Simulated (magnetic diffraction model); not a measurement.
**Magnetic neutron pattern of Ca₂MnS₄**

Space group I4/mmm (no. 139), a = 4.5670 Å, c = 14.4680 Å.

| site | atom | x | y | z |
| --- | --- | --- | --- | --- |
| 2a | Mn | 0 | 0 | 0 |
| 4e | Ca | 1/2 | 1/2 | 0.1455 |
| 4e | S | 1/2 | 1/2 | 0.3321 |
| 4c | S | 0 | 1/2 | 0 |

This is a made-up structure (elements placed in a structure type, unrelaxed), so the numbers test the method and describe no known phase.

Only Mn is taken to order (form factors of Mn4+); orders and moment sizes are assumed, and not adapted to the symmetry. Radiation: neutrons of λ = 2.567 Å, 2° to 90°; isotropic B of 0.25 Å² (Mn), 0.36 Å² (Ca) and 0.36 Å² (S). Simulated constant-wavelength pattern: nuclear and magnetic terms add, the magnetic one as |2.695 fm × Σ f S⊥ exp(2πi Q·r) exp(−B s²)|², summed over all Q at one angle with the factor 1/(sin²θ cos θ). For a modulated order the moment at position r is S exp(−2πi k·r) + c.c., with S = m/2 for a sine wave of amplitude m and S = m(u + iv)/2 for moments turning in a plane, u and v being orthogonal unit vectors in it; the phase factor of the sum at Q = H + k is then exp(2πi H·r). Free-ion form factors, Sears's scattering lengths of 1992, no absorption; a label names one of the reflections at its angle. The strongest nuclear line in the range is 100, and lines under 0.2 are left out.

Assume the order k = (1/4 0 0), moments turning in the plane of [100] and [010], 2.01 μB on Mn.

Q: Where does magnetic intensity appear, and how strong is it?

```tsv
2θ (°)	index	nuclear	magnetic
8.06	(1/4 0 0)	0.0	22.1
20.44	(0 0 2)	5.4	0.0
22.00	(1/4 0 2)	0.0	10.5
26.44	(3/4 0 1)	0.0	4.4
34.28	(1 0 1)	31.8	0.0
35.27	(1/4 1 1)	0.0	4.3
39.69	(3/4 0 3)	0.0	2.5
41.13	(3/4 1 0)	0.0	1.4
41.57	(0 0 4)	10.0	0.0
42.41	(1/4 0 4)	0.0	2.6
42.49	(5/4 0 1)	0.0	1.4
45.54	(1 0 3)	0.2	0.0
46.33	(1/4 1 3)	0.0	3.1
46.35	(3/4 1 2)	0.0	2.5
46.84	(1 1 0)	6.5	0.0
51.60	(1 1 2)	75.1	0.0
52.30	(5/4 0 3)	0.0	1.1
53.47	(5/4 1 0)	0.0	0.7
57.84	(5/4 1 2)	0.0	1.4
58.83	(3/4 0 5)	0.0	1.1
58.92	(7/4 0 0)	0.0	0.3
59.91	(3/4 1 4)	0.0	1.7
63.05	(7/4 0 2)	0.0	0.5
63.98	(1/4 1 5)	0.0	1.6
64.32	(0 0 6)	12.2	0.0
64.39	(1 1 4)	100.0	0.0
64.94	(1/4 0 6)	0.0	0.9
68.40	(2 0 0)	32.2	0.0
68.92	(5/4 0 5)	0.0	0.6
69.01	(1/4 2 0)	0.0	0.4
69.92	(5/4 1 4)	0.0	1.0
69.97	(7/4 1 1)	0.0	0.8
72.23	(2 0 2)	2.4	0.0
72.82	(1/4 2 2)	0.0	0.7
74.67	(7/4 0 4)	0.0	0.4
74.72	(3/4 2 1)	0.0	0.6
77.49	(7/4 1 3)	0.0	0.7
78.79	(2 1 1)	16.5	0.0
79.25	(3/4 1 6)	0.0	0.9
81.96	(3/4 0 7)	0.0	0.5
82.09	(3/4 2 3)	0.0	0.6
82.11	(9/4 0 2)	0.0	0.3
83.26	(1 1 6)	1.4	0.0
83.32	(2 0 4)	13.8	0.0
83.89	(1/4 2 4)	0.0	0.6
83.94	(5/4 2 1)	0.0	0.5
85.94	(1 0 7)	18.6	0.0
86.07	(2 1 3)	0.2	0.0
```
(The table stops after 48 lines; 3 more lie at higher angle.)

The strongest magnetic line in the range is (1/4 0 0) at 8.06° (22.1). On top of the Lorentz factor, which all lines share, magnetic lines fade with angle because f falls: for Mn4+ it is 0.92, 0.73, 0.50 and 0.17 at sin θ/λ = 0.1, 0.2, 0.3 and 0.5 Å⁻¹, while nuclear lengths stay constant. The order has no net moment.

[Logs are printed without paths, hosts, clocks, repeated set-up lines and the standing remarks that a program may print on its own settings, such as how far it seeks lower states.]
